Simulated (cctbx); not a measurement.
# Mn2SbP: precision against data quality

Space group P-6m2 (no. 187), a = 3.9030 Å, b = 3.9030 Å, c = 5.8380 Å, α = 90.00°, β = 90.00°, γ = 120.00°.

```
atom  mult.    x    y       z  Ueq (Å²)
 Sb1      1    0    0       0    0.0077
 Mn1      2  2/3  1/3  0.2629    0.0150
  P1      1  1/3  2/3     1/2    0.0159
```

The model was made for the exercise: a known structure type with other elements put in, its volume estimated, not relaxed; displacement parameters are assumed.

Five simulated data sets (cctbx; Mo Kα, λ = 0.71073 Å; 4 % proportional error) differ in resolution or exposure (noise floor 15 counts in the first three, 8 in the last two). Each is refined with the right model, isotropic at 1.1 Å and anisotropic otherwise. How do the figures of merit and the uncertainties move?

```csv
d min (Å),top counts,"⟨I/σ⟩ (unmerged, absences included)",unique,param. (scale apart),Rint,R1,GooF,largest s.u. xyz (fractional),s.u. U of P1 (Å²),largest error (Å)
1.1,20000,22.1,41,4,0.025,0.0130,1.43,0.00040,0.0015,0.0006
0.84,20000,20.7,70,7,0.033,0.0092,0.91,0.00020,0.0007,0.0018
0.6,20000,18.0,180,7,0.035,0.0107,0.93,0.00012,0.0004,0.0005
0.75,300,3.4,95,7,0.176,0.0598,0.98,0.00160,0.0061,0.0066
0.75,3000,12.4,95,7,0.047,0.0181,0.98,0.00033,0.0012,0.0005
```

GooF reaches 1.43 where the model lacks something that the data hold (anisotropy at the isotropic level, for one). The s.u. of U for P1 goes 0.0015, 0.0007, 0.0004 Å² with resolution and 0.0061, 0.0012 Å² with exposure.

The 1.1 Å row also differs in its displacement model, so it isn't a clean test of resolution.

Hardware for the 0.6 Å refinement: 0.46 s on 1 thread of Arm Neoverse N1 (shared host), peak memory 0.09 GiB.

[Logs are printed without paths, hosts, clocks, repeated set-up lines and the standing remarks that a program may print on its own settings, such as how far it seeks lower states.]
